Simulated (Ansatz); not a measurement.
# Where P_Sn puts its levels in the gap of SnO2 (P4_2/mnm)

Wanted: the transition levels of a substitutional impurity in SnO2 (P4_2/mnm), from a cell of 72 host atoms with 1 Sn taken out and 1 P put in.

Program: Ansatz 0.2.0. Level of theory: place-levels on r2SCAN runs: charge-transition levels and formation energies with image-charge correction and potential alignment at the atomic sites; PAW set soft_1. Results are calculated unless marked as measured.

**Measured values to reproduce.**

“Study on the Photocatalytic Properties of Flower-Shaped SnO2” (2022, pmc:9565917) quotes from earlier work for SnO2, rutile (bulk crystal): band gap (experimental gap quoted from earlier work) 3.6 eV [literature value quoted in passing in the paper's theory part; sample, method and …].

This is a report of a sequence of runs, with most program output left out.

### 1. The structure

The cell holds 72 atoms: 23 Sn, 48 O and 1 P. Its edges and angles: a = 9.516 Å, b = 9.516 Å, c = 9.602 Å, α = 90.0°, β = 90.0°, γ = 90.0°. It derives from SnO2 (space group P4_2/mnm). Nearest the centre at fractional (0.500, 0.500, 0.667): P68 at 0.00 Å, O71 at 2.06 Å, O18 at 2.06 Å, O28 at 2.07 Å, O45 at 2.07 Å, O34 at 2.07 Å, O51 at 2.07 Å, Sn62 at 3.20 Å.

Known beforehand: the electronic dielectric constant, (4.60, 4.60, 4.91), and the static one, (13.48, 13.48, 10.42), from a response run on this crystal (DFPT, PBEsol) at that run's own cell.

The cell's shortest repeat is 9.5 Å.

### 2. What was run first

Levels follow from differences of total energies between charge states, each relaxed by itself.

Random displacements of about 0.05 Å break the site symmetry at the start, so that the relaxation can reach a distorted minimum if there is one. Forces are taken at one point at (¼, ¼, ¼). The cell holds 1 electron more than the neutral one, with a uniform background that keeps it neutral on the whole.

The sampling was tested on the host first: at the k-points planned (1x1x1 shifted 0.25 0.25 0.25) its energy lies 0.000 eV an atom from the dense-mesh value, under the bound of 0.02 eV set for this test; that bounds the host's error, not the defect's.

One of the inputs; charge, spin and start change from state to state.

Contents of qm1.relax/input.yaml:

```yaml
crystal:
  lattice:
    - [9.51550307, 0.0, 0.0]
    - [0.0, 9.51550307, 0.0]
    - [0.0, 0.0, 9.60204439]
  atoms:
    - { symbol: Sn, position: [0.25, 0.25, 0.16666667] }
    - { symbol: Sn, position: [0.0, 0.0, 0.0] }
[... 4 atom lines left out ...]
    - { symbol: Sn, position: [0.25, 0.25, 0.5] }
[... 5 atom lines left out ...]
    - { symbol: Sn, position: [0.25, 0.25, 0.83333333] }
[... 4 atom lines left out ...]
    - { symbol: O, position: [0.34702862, 0.34702862, 0.66666667] }
[... 6 atom lines left out ...]
    - { symbol: Sn, position: [0.25, 0.75, 0.5] }
[... 2 atom lines left out ...]
    - { symbol: O, position: [0.40297138, 0.59702862, 0.5] }
[... 2 atom lines left out ...]
    - { symbol: Sn, position: [0.25, 0.75, 0.83333333] }
[... 2 atom lines left out ...]
    - { symbol: O, position: [0.40297138, 0.59702862, 0.83333333] }
    - { symbol: O, position: [0.15297138, 0.65297138, 0.66666667] }
    - { symbol: O, position: [0.34702862, 0.84702862, 0.66666667] }
[... 6 atom lines left out ...]
    - { symbol: Sn, position: [0.75, 0.25, 0.5] }
[... 1 atom line left out ...]
    - { symbol: O, position: [0.59702862, 0.40297138, 0.5] }
[... 3 atom lines left out ...]
    - { symbol: Sn, position: [0.75, 0.25, 0.83333333] }
[... 1 atom line left out ...]
    - { symbol: O, position: [0.59702862, 0.40297138, 0.83333333] }
[... 1 atom line left out ...]
    - { symbol: O, position: [0.65297138, 0.15297138, 0.66666667] }
    - { symbol: O, position: [0.84702862, 0.34702862, 0.66666667] }
[... 1 atom line left out ...]
    - { symbol: Sn, position: [0.5, 0.5, 0.0] }
[... 4 atom lines left out ...]
    - { symbol: Sn, position: [0.75, 0.75, 0.5] }
    - { symbol: Sn, position: [0.5, 0.5, 0.33333333] }
[... 5 atom lines left out ...]
    - { symbol: P, position: [0.5, 0.5, 0.66666667] }
[... 2 atom lines left out ...]
    - { symbol: O, position: [0.65297138, 0.65297138, 0.66666667] }
    - { symbol: O, position: [0.84702862, 0.84702862, 0.66666667] }
  host:
    repeats: [2, 2, 3]
    atoms:
      - { symbol: Sn, position: [0.5, 0.5, 0.5] }
      - { symbol: Sn, position: [0.0, 0.0, 0.0] }
      - { symbol: O, position: [0.19405723, 0.80594277, 0.5] }
      - { symbol: O, position: [0.80594277, 0.19405723, 0.5] }
      - { symbol: O, position: [0.30594277, 0.30594277, 0.0] }
      - { symbol: O, position: [0.69405723, 0.69405723, 0.0] }
total_charge: -1
basis:
  ecutwfc: 500
  xc_grid: 2
hamiltonian:
  xc: r2scan
  pseudopotentials: { kind: paw, azcp: { folder: soft_1 } }
kpoints:
  mp_grid: { grid: [1, 1, 1], shift: [0.25, 0.25, 0.25] }
scf:
  occupations: { method: fixed }
  max_iter: 100
output:
  forces: true
  charged_corrections:
    epsilon: [4.6, 4.6, 4.91]
    static_epsilon: [13.48, 13.48, 10.42]
    defect_position: [0.5, 0.5, 0.666667]
relax:
  f_tol: 0.02
  max_steps: 80
  random_displacement: { amplitude: 0.05, seed: 8391 }
checkpoint:
  write: "../qm1.relax.run"
  compress: false
  write_wavefunctions: true
  write_every: 100000
```

Run with:

```
> ansatz run input.yaml --threads 8 --pin off --max-ram 15073MiB --backend cpu --events-out ev --progress --plain --runs-dir out
```

Defect states can disperse in a cell of this size, so the energy is taken again at a 2×2×2 shifted mesh, on the relaxed structure.

The run of this state that the levels use, under r2SCAN:

Contents of qm1.point/input.yaml:

```yaml
crystal:
  checkpoint: "../qm1.relax.run"
  host: checkpoint
total_charge: -1
basis:
  ecutwfc: 500
  xc_grid: 2
hamiltonian:
  xc: r2scan
  pseudopotentials: { kind: paw, azcp: { folder: soft_1 } }
kpoints:
  mp_grid: { grid: [2, 2, 2], shift: [0.5, 0.5, 0.5] }
scf:
  occupations: { method: fermi_dirac, width: 0.01 }
  max_iter: 100
output:
  forces: true
  eigenvalues: true
  charged_corrections:
    epsilon: [4.6, 4.6, 4.91]
    static_epsilon: [13.48, 13.48, 10.42]
    defect_position: [0.5, 0.5, 0.666667]
  eigenstates: { localisation: true }
  populations: true
  band_densities: [{ bands: [v1, v1] }, { bands: [c1, c1] }]
  write_density: true
  write_potential: true
  volumetric_format: npy
  elf: true
checkpoint:
  read: "../qm1.relax.run"
  write: "../qm1.point.run"
  compress: false
  write_wavefunctions: false
  write_every: 100000
```

Relaxations under r2SCAN at one point at (¼, ¼, ¼); times on 8 threads of Arm Neoverse V1, shared host:

| charge | moment (μB) | occupations | outcome | steps | largest displacement against the far atoms (Å) | time |
| --- | --- | --- | --- | --- | --- | --- |
| −1 | 0 | fixed | converged | 10 | 0.30 | 2.5 min |
| 0 | 1 | fixed | converged | 8 | 0.30 | 4.1 min |
| +1 | 0 | fixed | converged | 6 | 0.31 | 97 s |

Single points under r2SCAN at a 2×2×2 shifted mesh; times on 8 threads of Arm Neoverse V1, shared host:

| charge | moment (μB) | occupations | outcome | time |
| --- | --- | --- | --- | --- |
| −1 | 0 | fermi-dirac | converged | 1.8 min |
| 0 | 1 | fermi-dirac | converged | 5 min |
| +1 | 0 | fermi-dirac | converged | 89 s |

Distances (Å) from P68 to the nearest atoms after relaxation with r2SCAN:

| charge | moment (μB) | 1. | 2. | 3. | 4. | 5. | 6. |
| --- | --- | --- | --- | --- | --- | --- | --- |
| −1 | 0 | O 1.77 | O 1.77 | O 1.77 | O 1.77 | O 1.81 | O 1.81 |
| 0 | 1 | O 1.77 | O 1.77 | O 1.77 | O 1.77 | O 1.81 | O 1.81 |
| +1 | 0 | O 1.77 | O 1.77 | O 1.77 | O 1.77 | O 1.81 | O 1.81 |

### 3. Placing the levels, r2SCAN

A charged cell interacts with its images and the background, and its potential has another zero than the host's. place-levels removes the first by a point-charge model, screened by the static dielectric constant since the ions have relaxed around the charge, and the second by comparing potentials at atoms far from the defect.

The host is a run of the defect-free crystal in the same cutoffs, grids and k-points, so that basis and sampling errors cancel in part in the differences. The host is run in a cell of 6 atoms on a matching mesh. Its band edges are searched through the zone by a band path, so the gap is smaller than, or equal to, that on the mesh. Chemical potentials are energies per atom of Sn (alpha-Sn (diamond)) and P (black phosphorus), run with the same functional and cutoff.

Contents of levels.point.yaml:

```yaml
host:
  run: host.point.run
states: [qm1.point.run, q0_M1.point.run, qp1.point.run]
geometry_from:
  qm1.point.run: qm1.relax.run
  q0_M1.point.run: q0_M1.relax.run
  qp1.point.run: qp1.relax.run
  host.point.run: host.relax.run
chemical_potentials:
  Sn:
    energy: -6038.703821
    dataset: <sha256 of the dataset>
  P:
    energy: -759.166194
    dataset: "<sha256 of the dataset>"
epsilon: [4.6, 4.6, 4.91]
static_epsilon: [13.48, 13.48, 10.42]
vertical:
  - { from: qm1.point.run, to: qm1.point_neutral.run }
  - { from: qp1.point.run, to: qp1.point_neutral.run }
```

Run with:

```
> ansatz place-levels levels.point.yaml -- --threads 8 --pin off --max-ram 15073MiB
```

Run time: 0.34 s. Hardware: 8 threads of Arm Neoverse V1, shared host.

Levels between the charges placed, in eV above the valence top:

|  | gap (eV) | (+1/0) | (0/−1) |
| --- | --- | --- | --- |
| r2SCAN | 1.80 | 1.81 | 1.80 |

Corrections by state:

| charge | moment (μB) | image terms and alignment (eV) | band filling (eV) | ε used | over the lowest of its charge, as the program ranks them, band filling apart (eV) |
| --- | --- | --- | --- | --- | --- |
| +1 | 0.0 | -0.066 | - | principal values (10.42, 13.48, 13.48) | 0.000 |
| 0 | 1.0 | 0.000 | -0.691 | - | 0.000 |
| −1 | 0.0 | 0.232 | -1.585 | principal values (10.42, 13.48, 13.48) | 0.000 |

The charged structures listed were also run neutral, and place-levels reads from each pair, by the potential or the spins, how wide the charge is by which they differ; that can be the carrier of either run.

| charge | rms radius (Å) | spread where it is widest against the cell (Å) | wide from (Å) | reading |
| --- | --- | --- | --- | --- |
| +1 | 6.8 | 4.32 | 1.66 | wide |
| −1 | 6.9 | 4.49 | 1.66 | wide |

The neutral runs of these pairs need not share the spin of the lowest neutral state, and very wide values only mean spread over the cell.

From the program's caveats on the states, each cut to its opening words:

- charge +1: it parts from the run at its places by a charge that spreads by about 4.3 Å along one vector (1.7 Å or more is wide), by its potential at epsilon [4.6, 4.6, [...]
- charge +1, 0 (1 μB): its displacements don't fall off away from the defect: farther atoms stand 0.014 Å off the host's places
- charge 0 (1 μB): a band-filling correction moves a carrier to the host's band edge, which changes its energy by -0.691 eV
- charge 0 (1 μB): flagged: stability check not made
- charge −1: it parts from the run at its places by a charge that spreads by about 4.5 Å along one vector (1.7 Å or more is wide), by its potential at epsilon [4.6, 4.6, [...]
- charge −1: a band-filling correction moves a carrier to the host's band edge, which changes its energy by -1.585 eV
- charge −1: its alignment with the host at atomic sites is doubtful: the mean over the far sites moves by -0.0765 eV from their farther parts to their nearer, more than [...]
- charge −1: its displacements don't fall off away from the defect: farther atoms stand 0.015 Å off the host's places

The host's formation energy from the elements is -1.867 eV per atom; it sets how far the chemical potentials can move.

Formation energies (eV), O-rich (Δμ(O) = 0.00 eV, Δμ(Sn) = -5.60 eV, Δμ(P) = 0.00 eV):

| charge | Fermi level at the valence top | at the conduction bottom |
| --- | --- | --- |
| +1 | -5.82 | -4.02 |
| 0 | -4.01 | -4.01 |
| −1 | -2.21 | -4.01 |

Formation energies (eV), Sn-rich (Δμ(Sn) = 0.00 eV, Δμ(O) = -2.80 eV, Δμ(P) = 0.00 eV):

| charge | Fermi level at the valence top | at the conduction bottom |
| --- | --- | --- |
| +1 | -0.22 | 1.58 |
| 0 | 1.59 | 1.59 |
| −1 | 3.39 | 1.59 |

### 4. The same at the relaxations' own k-points

The relaxations' own energies give the levels at their sampling, for comparison.

Contents of levels.relax_mesh.yaml:

```yaml
host:
  run: host.relax.run
states: [qm1.relax.run, q0_M1.relax.run, qp1.relax.run]
chemical_potentials:
  Sn:
    energy: -6038.703821
    dataset: <sha256 of the dataset>
  P:
    energy: -759.166194
    dataset: "<sha256 of the dataset>"
```

Run with:

```
> ansatz place-levels levels.relax_mesh.yaml -- --threads 8 --pin off --max-ram 15073MiB
```

Elapsed: 0.12 s, on 8 threads.

Levels between neighbouring charges, in eV above the valence top:

|  | gap (eV) | (+1/0) | (0/−1) |
| --- | --- | --- | --- |
| one point at (¼, ¼, ¼) | 1.80 | 1.81 | 1.80 |
| a 2×2×2 shifted mesh | 1.80 | 1.81 | 1.80 |

Going from one point at (¼, ¼, ¼) to a 2×2×2 shifted mesh moves formation energies against the elements by up to 0.00 eV; band-filling terms, which differ between samplings, are in these energies.

### 5. What came out

| Quantity | Value |
| --- | --- |
| gap of the host | 1.80 eV (r2SCAN) |
| level (plus 1/0) | 1.81 eV above the valence top, past the conduction bottom, not a change between lowest states (2.50 eV above the valence top without the band-filling term) |
| level (0/minus 1) | 1.80 eV above the valence top, at the conduction bottom, not a change between lowest states (2.69 eV above the valence top without the band-filling term) |
| lowest of the charges placed, just above the valence top (0.02 eV) | +1 |
| lowest of the charges placed, just below the conduction bottom (0.02 eV) | +1 |
| lowest formation energy at mid-gap of the charges run, O-rich | -4.92 eV |
| lowest formation energy at mid-gap of the charges run, Sn-rich | 0.68 eV |

In words: Of the charges placed (−1, 0 and +1), +1 is the lowest from 0.02 eV above the valence top to 0.02 eV below the conduction bottom, a gap of 1.80 eV. Charges above +1 were not placed, so these runs say nothing of levels that involve them. States placed: +1 at 0 μB; 0 at 1 μB; −1 at 0 μB. Other spin states or structures, where not listed, weren't placed. The program finds carriers beyond a band edge of the host and adds a band-filling term at charge −1 (-1.59 eV) and 0 (-0.69 eV); steps to such a charge show no bound level, and a defect level inside a band would be read the same way. P is taken at its element; compounds, which aren't counted here, bound the chemical potentials and would shift these formation energies. The lowest formation energy (O-rich) is negative across the gap, so the defect would form by itself: these chemical potentials lie beyond what competing compounds allow, or the host is unstable against it. Going from one point at (¼, ¼, ¼) to a 2×2×2 shifted mesh moves formation energies against the elements by up to 0.00 eV; band-filling terms, which differ between samplings, are in these energies. The program doubts the alignment of potentials for at least one state, a sign that the cell is small. Limits: r2SCAN makes the gap too small and tends to spread out bound carriers; where a gas molecule sets a chemical potential or the host's formation energy, its binding is uncorrected; spin–orbit coupling, which can matter with heavy atoms, is left out.

Computed beside measured:

| quantity | measured | r2SCAN |
| --- | --- | --- |
| band gap (least gap of the host) (eV) | 3.6 | 1.80 (-1.80 eV) |

Measured values from pmc:9565917 (2022).

How well it matches: The band gap is off by -1.80 eV. Local and semilocal functionals usually give gaps below the measured ones. Spin-orbit coupling, left out here, can change the gap with such heavy elements. Zero-point and thermal motion shift the measured gap.

[Logs are printed without paths, hosts, clocks, repeated set-up lines and the standing remarks that a program may print on its own settings, such as how far it seeks lower states.]

[Hosts, paths, dates, database ids (printed as entryN), source tags and the programs' standing remarks are cut or masked in the printed files.]

[Where a table of states has a column of steps, it counts the stored structures, which are thinned; the runs took as many ionic steps or more.]

[A defect's name tells the site on which it was built; relaxed atoms can leave that site.]

[For some hosts the program warned that the k-mesh of the response run may be too coarse for force constants and the static dielectric constant; such warnings are not shown here.]
